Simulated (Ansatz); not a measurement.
# How fast states decay through NaYTeS, part 2 of 4

A new crystal, NaYTeS: structure, gap and complex bands. It is built by putting Te for part of the S in the NaYS2 structure of space group R-3m, with the volume rescaled by atomic radii. The parent structure comes from the Materials Project.

Ansatz 0.2.0; PBEsol DFT, plane waves, PAW files (the session's first sound run).

So far, gap on the k-mesh (eV): step 3 (the bulk crystal and its band edges) 1.02.

The structure was built from a prototype and need not be the compound's stable phase.

**4. Complex bands, plane (101), k-mesh 6×6×6**

This step: PBEsol DFT, plane waves, PAW files; complex bands by layer matching along the plane's normal (Ansatz 0.2.0).

The same crystal is laid in a cell whose first two vectors span the (101) plane (indices of the standard conventional cell, whose axes can be ordered otherwise than in the bulk input). At fixed energy and wavevector in the plane the solver finds all kz, real and complex. A few wavevectors are listed, (0, 0) and (-0.5, 0) in units of the plane's reciprocal vectors; the slowest state needn't be among them.

Input file input.yaml:

```yaml
crystal:
  lattice:
    - [7.463031731, 0.0, 0.0]
    - [1.143737288, 3.970309857, 0.0]
    - [1.143737288, 1.82041527, 3.528377617]
  atoms:
    - { symbol: Na, position: [0.0226066893, 0.9924644369, 0.9924644369] }
    - { symbol: "Y", position: [0.4692511859, 0.5102496047, 0.5102496047] }
    - { symbol: Te, position: [0.7331174865, 0.7556275045, 0.7556275045] }
    - { symbol: S, position: [0.2750246383, 0.2416584539, 0.2416584539] }
kpoints:
  mp_grid: { grid: [6, 6, 6] }
scf:
  occupations: { method: fixed }
hamiltonian:
  xc: pbesol
output:
  eigenvalues: true
  transmission:
    leads: [[0, 0]]
    kpoints: [[0.0, 0.0], [-0.5, 0.0]]
    e_range: [-1.0, 2.02]
    de: 0.06
```

The run is started by

```
> ansatz run input.yaml --threads 2 --pin off --max-ram 4096MiB --backend cpu --events-out ev --progress --plain --runs-dir out
```

Numbers of over 12 decimals in the logs are rounded to 6 here.

Output:

```text
[...]
Crystal: 4 atoms, lattice volume = 104.548 Å³
Basis set: ecut = 420 eV, 2003 PW (Γ)
Bands: 26, of which v1, the nominal top of the filled ones, is band 21 counted from 1 (20 counted from 0)
Symmetry: 6 space group operations
[...]
k-points: 32 of 216 (time reversal used)
[...]
SCF iter   1: F=—  HF=-13063.657614 eV  |F-HF|=—  |Δ(HF+E_count)|=         —  Δρ=3.88e-3  dr2=3.21e-2  ethr=1.77e-3  ⟨swp⟩=5.0  Hψ=3258  notcnv=0  defer=75
[...]
SCF iter   7: F=-13063.646640 eV  HF=-13063.646640 eV  |F-HF|=4.07e-9  |Δ(HF+E_count)|=   9.84e-8  Δρ=3.06e-6  dr2=1.54e-8  ethr=2.38e-10  ⟨swp⟩=9.9  Hψ=3194  notcnv=0
SCF 1 converged in 7 iterations: F = -13063.646640 eV  dr2 = 1.54e-8
[...]
transmission: 5 of 10 steps passed
transmission: 10 of 10 steps passed
SCF converged after 7 iterations
Free energy (F): -13063.646640 eV
[...]
Internal energy: -13063.646640 eV  (E = F + TS)
E sigma→0 (E₀):  -13063.646640 eV
Fermi energy:    7.297354 eV
[...]
--- Band table (eV; the first three rows and the last of 32) ---
  k-point 0: bands = [... 17 lower, 4.5981, 6.3403, 7.2974, 7.2974, 9.4239, 9.4239, 9.5571, 9.9799, ... 1 higher]
  k-point 1: bands = [... 17 lower, 4.6275, 5.8720, 6.4663, 6.9143, 9.2199, 9.8772, 9.9626, 10.5763, ... 1 higher]
  k-point 2: bands = [... 17 lower, 4.5515, 4.6361, 5.7933, 6.4940, 8.8704, 10.4156, 10.6547, 11.3297, ... 1 higher]
  k-point 31: bands = [... 17 lower, 4.6212, 4.8642, 7.2088, 7.2088, 9.4518, 9.4518, 9.7185, 11.1237, ... 1 higher]
--- Transmission ---
  basis      : 253 plane waves across, 5 finite elements along
  points     : 2, as listed
  energies   : 51 from -1.000000 to 2.000000 eV about the Fermi level, 0.060000 eV apart; the leads are filled to 0.511420 eV, and channels, transmission and decay are at 0.500000 eV
  crystal 0  : Y1Te1Na1S1, at the sites [0, 0], period 3.5284 Å: whole cells are its period
    offset         : up to 0.0000 Å between an atom of the period and one for which it stands
    channels       : 0.000000e0 a spin
    conductance    : none, the energies end too early or step too widely for 300 K: set another output.transmission.e_range or a lower de, or, where they end at an eighth of basis.ecutwfc, a higher one
    slowest decay  : 0.1341 /Å at (0.0000, 0.0000)
```

It took 39 s on 2 threads of Arm Neoverse V2, shared host; peak memory 0.8 GiB; 77 s of CPU time.

This step gave:

* level to which the leads are filled: 0.5114 eV from the Fermi level
* decay constant at the filling level, zone centre: 0.1341 Å⁻¹
* decay constant at the filling level, slowest listed point: 0.1341 Å⁻¹

K parallel (0, 0); values up to 1.5 1/Å, a degenerate pair printed once or twice; energies at which all values exceed this have no row. The Im kz of the slowest decaying states by energy, zero at the highest filled level on the SCF mesh:

| energy (eV) | decay 1 (Å⁻¹) | decay 2 (Å⁻¹) | decay 3 (Å⁻¹) | decay 4 (Å⁻¹) |
| --- | --- | --- | --- | --- |
| -1.00 | 0.158 | 0.248 | 0.382 | 0.704 |
| -0.88 | 0.131 | 0.390 | 0.723 | 0.734 |
| -0.70 | 0.202 | 0.399 | 0.709 | 0.740 |
| -0.52 | 0.252 | 0.407 | 0.683 | 0.747 |
| -0.40 | 0.277 | 0.412 | 0.665 | 0.750 |
| -0.28 | 0.297 | 0.415 | 0.647 | 0.751 |
| -0.10 | 0.322 | 0.420 | 0.619 | 0.749 |
| 0.02 | 0.0302 | 0.0559 | 0.335 | 0.422 |
| 0.08 | 0.0595 | 0.109 | 0.341 | 0.423 |
| 0.20 | 0.0914 | 0.164 | 0.351 | 0.424 |
| 0.32 | 0.112 | 0.197 | 0.359 | 0.425 |
| 0.50 | 0.134 | 0.228 | 0.369 | 0.426 |
| 0.68 | 0.149 | 0.246 | 0.376 | 0.425 |
| 0.80 | 0.157 | 0.252 | 0.378 | 0.424 |
| 0.92 | 0.162 | 0.256 | 0.379 | 0.422 |
| 1.10 | 0.168 | 0.255 | 0.378 | 0.418 |
| 1.28 | 0.170 | 0.247 | 0.372 | 0.386 |
| 1.40 | 0.170 | 0.203 | 0.238 | 0.366 |
| 1.52 | 0.168 | 0.226 | 0.348 | 0.358 |
| 1.70 | 0.163 | 0.200 | 0.309 | 0.341 |
| 1.88 | 0.154 | 0.160 | 0.261 | 0.316 |
| 2.00 | 0.119 | 0.153 | 0.212 | 0.297 |

K parallel (0, 0). The Re kz of states that move upwards by energy, zero at the highest filled level on the SCF mesh:

| energy (eV) | channel 1 (Å⁻¹) | channel 2 (Å⁻¹) |
| --- | --- | --- |
| -1.00 | -0.388 | -0.171 |
| -0.94 | -0.358 | - |
| -0.82 | -0.613 | -0.291 |
| -0.76 | -0.549 | -0.260 |
| -0.70 | -0.497 | -0.234 |
| -0.58 | -0.412 | -0.197 |
| -0.52 | -0.375 | -0.181 |
| -0.46 | -0.340 | -0.166 |
| -0.34 | -0.273 | -0.137 |
| -0.28 | -0.240 | -0.122 |
| -0.16 | -0.171 | -0.0894 |
| -0.10 | -0.132 | -0.0696 |
| -0.04 | -0.0812 | -0.0433 |
| 0.02 | - | - |
| 0.08 | - | - |
| 0.14 | - | - |
| 0.20 | - | - |
| 0.32 | - | - |
| 0.38 | - | - |
| 0.44 | - | - |
| 0.56 | - | - |
| 0.62 | - | - |
| 0.68 | - | - |
| 0.80 | - | - |
| 0.86 | - | - |
| 0.92 | - | - |
| 1.04 | - | - |
| 1.10 | - | - |
| 1.16 | - | - |
| 1.28 | - | - |
| 1.34 | - | - |
| 1.46 | -0.810 | - |
| 1.52 | -0.665 | - |
| 1.58 | -0.585 | - |
| 1.70 | -0.471 | - |
| 1.76 | -0.423 | - |
| 1.82 | -0.377 | - |
| 1.94 | -0.282 | - |
| 2.00 | -0.228 | - |

K parallel (-0.5, 0); values up to 1.5 1/Å, a degenerate pair printed once or twice; energies at which all values exceed this have no row. Im kz of the slowest decaying states against energy, zero at the highest filled level on the SCF mesh:

| energy (eV) | decay 1 (Å⁻¹) | decay 2 (Å⁻¹) | decay 3 (Å⁻¹) | decay 4 (Å⁻¹) |
| --- | --- | --- | --- | --- |
| -1.00 | 0.0813 | 0.259 | 0.355 | 0.693 |
| -0.88 | 0.286 | 0.364 | 0.703 | 0.703 |
| -0.70 | 0.317 | 0.374 | 0.681 | 0.711 |
| -0.52 | 0.343 | 0.380 | 0.657 | 0.715 |
| -0.40 | 0.357 | 0.382 | 0.640 | 0.716 |
| -0.28 | 0.371 | 0.382 | 0.623 | 0.715 |
| -0.10 | 0.379 | 0.390 | 0.594 | 0.712 |
| 0.02 | 0.0705 | 0.134 | 0.375 | 0.402 |
| 0.08 | 0.0867 | 0.163 | 0.373 | 0.408 |
| 0.20 | 0.110 | 0.202 | 0.366 | 0.419 |
| 0.32 | 0.128 | 0.229 | 0.356 | 0.426 |
| 0.50 | 0.146 | 0.256 | 0.335 | 0.429 |
| 0.68 | 0.160 | 0.271 | 0.298 | 0.427 |
| 0.80 | 0.166 | 0.257 | 0.276 | 0.426 |
| 0.92 | 0.171 | 0.186 | 0.278 | 0.428 |
| 1.10 | 0.175 | 0.276 | 0.437 | 0.440 |
| 1.28 | 0.175 | 0.268 | 0.417 | 0.458 |
| 1.40 | 0.174 | 0.258 | 0.402 | 0.467 |
| 1.52 | 0.171 | 0.246 | 0.386 | 0.471 |
| 1.70 | 0.162 | 0.219 | 0.360 | 0.438 |
| 1.88 | 0.147 | 0.179 | 0.333 | 0.409 |
| 2.00 | 0.130 | 0.139 | 0.315 | 0.391 |

K parallel (-0.5, 0). The Re kz of states that move upwards by energy, zero at the highest filled level on the SCF mesh:

| energy (eV) | channel 1 (Å⁻¹) | channel 2 (Å⁻¹) |
| --- | --- | --- |
| -1.00 | -0.188 | - |
| -0.94 | -0.634 | -0.174 |
| -0.82 | -0.485 | -0.148 |
| -0.76 | -0.433 | -0.136 |
| -0.70 | -0.387 | -0.123 |
| -0.58 | -0.307 | -0.0979 |
| -0.52 | -0.271 | -0.0848 |
| -0.46 | -0.235 | -0.0714 |
| -0.34 | -0.165 | -0.0424 |
| -0.28 | -0.129 | -0.0263 |
| -0.16 | -0.0434 | 0.0143 |
| -0.10 | 0.0281 | 0.0504 |
| -0.04 | - | - |
| 0.02 | - | - |
| 0.08 | - | - |
| 0.14 | - | - |
| 0.20 | - | - |
| 0.32 | - | - |
| 0.38 | - | - |
| 0.44 | - | - |
| 0.56 | - | - |
| 0.62 | - | - |
| 0.68 | - | - |
| 0.80 | - | - |
| 0.86 | - | - |
| 0.92 | - | - |
| 1.04 | -0.737 | - |
| 1.10 | -0.646 | - |
| 1.16 | -0.587 | - |
| 1.28 | -0.499 | - |
| 1.34 | -0.463 | - |
| 1.46 | -0.400 | - |
| 1.52 | -0.371 | - |
| 1.58 | -0.343 | - |
| 1.70 | -0.287 | - |
| 1.76 | -0.259 | - |
| 1.82 | -0.229 | - |
| 1.94 | -0.165 | - |
| 2.00 | -0.128 | - |

At the listed wavevectors the last open channel is at -0.04 eV and the next at +1.04 eV on the grid. At +0.50 eV, the grid energy nearest the filling level (the middle of the gap on the SCF mesh), the slowest state at the listed wavevectors decays with κ = 0.134 Å⁻¹, its amplitude falling by e over 7.5 Å. Through 1 nm of this crystal that state's transmission falls by exp(−2 × 0.134 Å⁻¹ × 10 Å) = 0.068.

**5. Decay over the two-dimensional zone**

The listed points could miss the slowest state, so one energy near mid-gap is solved on a mesh of 4×8.

input.yaml: that of step 4 with these lines changed.

```diff
@@ -18,6 +18,2 @@
   eigenvalues: true
-  transmission:
-    leads: [[0, 0]]
-    kpoints: [[0.0, 0.0], [-0.5, 0.0]]
-    e_range: [-1.0, 2.02]
-    de: 0.06
+  transmission: { leads: [[0, 0]], kmesh: [4, 8], e_range: [0.51, 0.52], de: 0.05 }
```

Output:

```text
[...]
Crystal: 4 atoms, lattice volume = 104.548 Å³
Basis set: ecut = 420 eV, 2003 PW (Γ)
Bands: 26, of which v1, the nominal top of the filled ones, is band 21 counted from 1 (20 counted from 0)
Symmetry: 6 space group operations
[...]
k-points: 32 of 216 (time reversal used)
[...]
SCF iter   1: F=—  HF=-13063.657614 eV  |F-HF|=—  |Δ(HF+E_count)|=         —  Δρ=3.88e-3  dr2=3.21e-2  ethr=1.77e-3  ⟨swp⟩=5.0  Hψ=3258  notcnv=0  defer=75
[...]
SCF iter   7: F=-13063.646640 eV  HF=-13063.646640 eV  |F-HF|=4.07e-9  |Δ(HF+E_count)|=   9.84e-8  Δρ=3.06e-6  dr2=1.54e-8  ethr=2.38e-10  ⟨swp⟩=9.9  Hψ=3194  notcnv=0
SCF 1 converged in 7 iterations: F = -13063.646640 eV  dr2 = 1.54e-8
[...]
transmission: 20 of 90 steps passed
transmission: 40 of 90 steps passed
[...]
transmission: 90 of 90 steps passed
SCF converged after 7 iterations
Free energy (F): -13063.646640 eV
[...]
Internal energy: -13063.646640 eV  (E = F + TS)
E sigma→0 (E₀):  -13063.646640 eV
Fermi energy:    7.297354 eV
[...]
--- Band table (eV; the first three rows and the last of 32) ---
  k-point 0: bands = [... 17 lower, 4.5981, 6.3403, 7.2974, 7.2974, 9.4239, 9.4239, 9.5571, 9.9799, ... 1 higher]
  k-point 1: bands = [... 17 lower, 4.6275, 5.8720, 6.4663, 6.9143, 9.2199, 9.8772, 9.9626, 10.5763, ... 1 higher]
  k-point 2: bands = [... 17 lower, 4.5515, 4.6361, 5.7933, 6.4940, 8.8704, 10.4156, 10.6547, 11.3297, ... 1 higher]
  k-point 31: bands = [... 17 lower, 4.6212, 4.8642, 7.2088, 7.2088, 9.4518, 9.4518, 9.7185, 11.1237, ... 1 higher]
--- Transmission ---
  basis      : 253 plane waves across, 5 finite elements along
  points     : 18, standing for a mesh of 4 x 8
  energies   : 1 from 0.510000 to 0.510000 eV about the Fermi level; the leads are filled to 0.511420 eV, and channels, transmission and decay are at 0.510000 eV
[...]
channels       : 0.000000e0 a spin
    conductance    : none, crystal 0 has no channel at the energies, or these end too early or step too widely for 300 K: set another output.transmission.e_range or a lower de, or, where they end at an eighth of basis.ecutwfc, a higher one
    slowest decay  : 0.1351 /Å at (0.0000, 0.0000)
```

The job ended after 33 s (2 threads; peak memory 0.81 GiB; 66 s of CPU time).

Numbers from this step:

| Property | Result |
| --- | --- |
| least decay constant on the mesh | 0.1351 Å⁻¹ |

Slowest decay constant (1/Å; 0 where a channel is open) over k1 and k2. At 0.5100 eV from the Fermi level.

Values, 8 rows by 4 columns:
```
0.190 0.187 0.204 0.216
0.220 0.220 0.224 0.224
0.210 0.205 0.199 0.200
0.147 0.144 0.135 0.144
0.210 0.200 0.199 0.205
0.220 0.224 0.224 0.220
0.190 0.216 0.204 0.187
0.174 0.202 0.174 0.202
```
Columns: k1 (b1) from -0.5 to 0.25; rows upwards: k2 (b2) from -0.5 to 0.375.

The least value on the mesh is 0.135 Å⁻¹ at +0.51 eV. At that energy the listed points give about 0.135 Å⁻¹ by interpolation, so the mesh holds no clearly slower state.

**6. Decaying states in the gap, plane (001), k-mesh 8×8×8**

The same for the (001) plane, at (0, 0), (0, -0.5) and (0.5, 0), to see how the decay depends on direction.

Input file input.yaml:

```yaml
crystal:
  lattice:
    - [4.131766613, 0.0, 0.0]
    - [2.065883307, 3.57821485, 0.0]
    - [2.065883307, -1.192738283, 7.071516398]
  atoms:
    - { symbol: Na, position: [0.0150711262, 0.9924644369, 0.9773933107] }
    - { symbol: "Y", position: [0.9795007906, 0.5102496047, 0.5307488141] }
    - { symbol: Te, position: [0.488744991, 0.7556275045, 0.2668825135] }
    - { symbol: S, position: [0.5166830922, 0.2416584539, 0.7249753617] }
kpoints:
  mp_grid: { grid: [8, 8, 8] }
scf:
  occupations: { method: fixed }
hamiltonian:
  xc: pbesol
output:
  eigenvalues: true
  transmission:
    leads: [[0, 0]]
    kpoints: [[0.0, 0.0], [0.0, -0.5], [0.5, 0.0]]
    e_range: [-1.0, 2.02]
    de: 0.06
```

Output:

```text
[...]
Crystal: 4 atoms, lattice volume = 104.548 Å³
Basis set: ecut = 420 eV, 2003 PW (Γ)
Bands: 26, of which v1, the nominal top of the filled ones, is band 21 counted from 1 (20 counted from 0)
Symmetry: 6 space group operations
[...]
k-points: 65 of 512 (time reversal used)
[...]
SCF iter   1: F=—  HF=-13063.662762 eV  |F-HF|=—  |Δ(HF+E_count)|=         —  Δρ=3.94e-3  dr2=3.29e-2  ethr=1.77e-3  ⟨swp⟩=5.0  Hψ=6555  notcnv=0  defer=149
[...]
SCF iter   7: F=-13063.651853 eV  HF=-13063.651853 eV  |F-HF|=2.51e-9  |Δ(HF+E_count)|=   1.08e-7  Δρ=3.07e-6  dr2=1.44e-8  ethr=2.38e-10  ⟨swp⟩=10.2  Hψ=6978  notcnv=0
SCF 1 converged in 7 iterations: F = -13063.651853 eV  dr2 = 1.44e-8
[...]
transmission: 11 of 33 steps passed
transmission: 22 of 33 steps passed
transmission: 33 of 33 steps passed
SCF converged after 7 iterations
Free energy (F): -13063.651853 eV
[...]
Internal energy: -13063.651853 eV  (E = F + TS)
E sigma→0 (E₀):  -13063.651853 eV
Fermi energy:    7.294009 eV
[...]
--- Band table (eV; the first three rows and the last of 65) ---
  k-point 0: bands = [... 17 lower, 4.5990, 6.3385, 7.2940, 7.2940, 9.4254, 9.4254, 9.5576, 9.9814, ... 1 higher]
  k-point 1: bands = [... 17 lower, 4.6023, 6.1321, 7.2808, 7.2808, 9.4301, 9.4301, 9.7068, 10.0338, ... 1 higher]
  k-point 2: bands = [... 17 lower, 4.6104, 5.6567, 7.2492, 7.2492, 9.4406, 9.4406, 9.7729, 10.4290, ... 1 higher]
  k-point 64: bands = [... 17 lower, 4.2047, 5.0485, 5.2283, 5.6688, 9.2899, 10.3059, 10.3626, 11.5647, ... 1 higher]
--- Transmission ---
  basis      : 121 plane waves across, 11 finite elements along
  points     : 3, as listed
[...]
crystal 0  : Te1Y1S1Na1, at the sites [0, 0], period 7.0715 Å: whole cells are its period
[...]
channels       : 0.000000e0 a spin
[...]
slowest decay  : 0.2015 /Å at (0.0000, 0.0000)
```

It took 23 s on 2 threads; peak memory 0.44 GiB; 33 s of CPU time.

Numbers from this step:

```yaml
free_energy: -13063.6519 eV
fermi_energy: 7.294 eV
gap_on_the_k_mesh: 1.027 eV
level_to_which_the_leads_are_filled: 0.5136 eV from the Fermi level
decay_constant_at_the_filling_level_zone_centre: 0.2015 Å⁻¹
decay_constant_at_the_filling_level_slowest_listed_point: 0.2015 Å⁻¹
```

K parallel (0, 0); values up to 1.5 1/Å, a degenerate pair printed once or twice; energies at which all values exceed this have no row. The Im kz of the slowest decaying states by energy, zero at the highest filled level on the SCF mesh:

| energy (eV) | decay 1 (Å⁻¹) | decay 2 (Å⁻¹) | decay 3 (Å⁻¹) | decay 4 (Å⁻¹) |
| --- | --- | --- | --- | --- |
| -1.00 | 0.547 | 0.898 | 1.16 | 1.20 |
| -0.88 | 0.0635 | 0.529 | 0.886 | 1.14 |
| -0.70 | 0.113 | 0.494 | 0.867 | 1.12 |
| -0.52 | 0.142 | 0.446 | 0.848 | 1.10 |
| -0.40 | 0.156 | 0.403 | 0.834 | 1.08 |
| -0.28 | 0.167 | 0.341 | 0.821 | 1.06 |
| -0.10 | 0.101 | 0.181 | 0.799 | 1.04 |
| 0.02 | 0.128 | 0.187 | 0.785 | 1.02 |
| 0.08 | 0.190 | 0.235 | 0.777 | 1.01 |
| 0.20 | 0.195 | 0.328 | 0.762 | 0.992 |
| 0.32 | 0.198 | 0.379 | 0.746 | 0.974 |
| 0.50 | 0.202 | 0.426 | 0.722 | 0.946 |
| 0.68 | 0.202 | 0.454 | 0.696 | 0.916 |
| 0.80 | 0.201 | 0.466 | 0.677 | 0.896 |
| 0.92 | 0.199 | 0.475 | 0.658 | 0.875 |
| 1.10 | 0.194 | 0.482 | 0.627 | 0.843 |
| 1.28 | 0.187 | 0.482 | 0.594 | 0.808 |
| 1.40 | 0.180 | 0.478 | 0.570 | 0.784 |
| 1.52 | 0.172 | 0.471 | 0.544 | 0.758 |
| 1.70 | 0.156 | 0.451 | 0.501 | 0.714 |
| 1.88 | 0.135 | 0.412 | 0.450 | 0.661 |
| 2.00 | 0.116 | 0.358 | 0.409 | 0.616 |

K parallel (0, -0.5); values up to 1.5 1/Å, a degenerate pair printed once or twice; energies at which all values exceed this have no row. The Im kz of the slowest decaying states by energy, zero at the highest filled level on the SCF mesh:

| energy (eV) | decay 1 (Å⁻¹) | decay 2 (Å⁻¹) | decay 3 (Å⁻¹) | decay 4 (Å⁻¹) |
| --- | --- | --- | --- | --- |
| -1.00 | 0.107 | 0.269 | 0.365 | 0.782 |
| -0.88 | 0.220 | 0.281 | 0.376 | 0.772 |
| -0.76 | 0.290 | 0.357 | 0.386 | 0.761 |
| -0.64 | 0.296 | 0.394 | 0.425 | 0.750 |
| -0.52 | 0.299 | 0.400 | 0.469 | 0.739 |
| -0.40 | 0.301 | 0.406 | 0.502 | 0.728 |
| -0.28 | 0.301 | 0.410 | 0.528 | 0.716 |
| -0.16 | 0.299 | 0.414 | 0.549 | 0.705 |
| -0.04 | 0.295 | 0.416 | 0.566 | 0.693 |
| 0.02 | 0.292 | 0.417 | 0.573 | 0.687 |
| 0.08 | 0.289 | 0.418 | 0.580 | 0.680 |
| 0.20 | 0.281 | 0.419 | 0.591 | 0.668 |
| 0.32 | 0.270 | 0.419 | 0.601 | 0.655 |
| 0.44 | 0.256 | 0.418 | 0.609 | 0.643 |
| 0.56 | 0.238 | 0.417 | 0.615 | 0.630 |
| 0.68 | 0.214 | 0.414 | 0.617 | 0.621 |
| 0.80 | 0.181 | 0.412 | 0.603 | 0.625 |
| 0.92 | 0.130 | 0.408 | 0.590 | 0.627 |
| 1.04 | 0.404 | 0.577 | 0.629 | 1.28 |
| 1.16 | 0.399 | 0.564 | 0.630 | 1.27 |
| 1.28 | 0.393 | 0.550 | 0.630 | 1.26 |
| 1.40 | 0.387 | 0.537 | 0.629 | 1.24 |
| 1.52 | 0.108 | 0.380 | 0.524 | 0.628 |
| 1.64 | 0.176 | 0.372 | 0.511 | 0.625 |
| 1.76 | 0.218 | 0.363 | 0.499 | 0.622 |
| 1.88 | 0.248 | 0.354 | 0.486 | 0.618 |
| 2.00 | 0.272 | 0.343 | 0.473 | 0.613 |

K parallel (0.5, 0); values up to 1.5 1/Å, a degenerate pair printed once or twice; energies at which all values exceed this have no row. Table of Im kz of the slowest decaying states by energy, zero at the highest filled level on the SCF mesh:

| energy (eV) | decay 1 (Å⁻¹) | decay 2 (Å⁻¹) | decay 3 (Å⁻¹) | decay 4 (Å⁻¹) |
| --- | --- | --- | --- | --- |
| -1.000 | 0.107 | 0.269 | 0.365 | 0.782 |
| -0.820 | 0.286 | 0.305 | 0.381 | 0.766 |
| -0.580 | 0.298 | 0.397 | 0.449 | 0.745 |
| -0.400 | 0.301 | 0.406 | 0.502 | 0.728 |
| -0.220 | 0.300 | 0.412 | 0.539 | 0.711 |
| 0.020 | 0.292 | 0.417 | 0.573 | 0.687 |
| 0.200 | 0.281 | 0.419 | 0.591 | 0.668 |
| 0.380 | 0.263 | 0.418 | 0.605 | 0.649 |
| 0.620 | 0.227 | 0.416 | 0.618 | 0.623 |
| 0.800 | 0.181 | 0.412 | 0.603 | 0.625 |
| 0.980 | 0.0887 | 0.406 | 0.583 | 0.628 |
| 1.220 | 0.396 | 0.557 | 0.630 | 1.26 |
| 1.400 | 0.387 | 0.537 | 0.629 | 1.24 |
| 1.580 | 0.148 | 0.376 | 0.518 | 0.627 |
| 1.820 | 0.234 | 0.359 | 0.492 | 0.620 |
| 2.000 | 0.272 | 0.343 | 0.473 | 0.613 |

At the listed wavevectors the last open channel is at -0.04 eV and the next at +1.04 eV on the grid. At +0.50 eV, the grid energy nearest the filling level (the middle of the gap on the SCF mesh), the slowest state at the listed wavevectors decays with κ = 0.202 Å⁻¹, its amplitude falling by e over 5.0 Å; the first such run, plane (101), gave 0.134 Å⁻¹.

(Part 2 of 4 ends here.)

[Logs are printed without paths, hosts, clocks, repeated set-up lines and the standing remarks that a program may print on its own settings, such as how far it seeks lower states.]

[Hosts, paths, dates, database ids (printed as entryN), source tags and the programs' standing remarks are cut or masked in the printed files.]

[New means built here by substitution; the compound itself may be known and measured.]
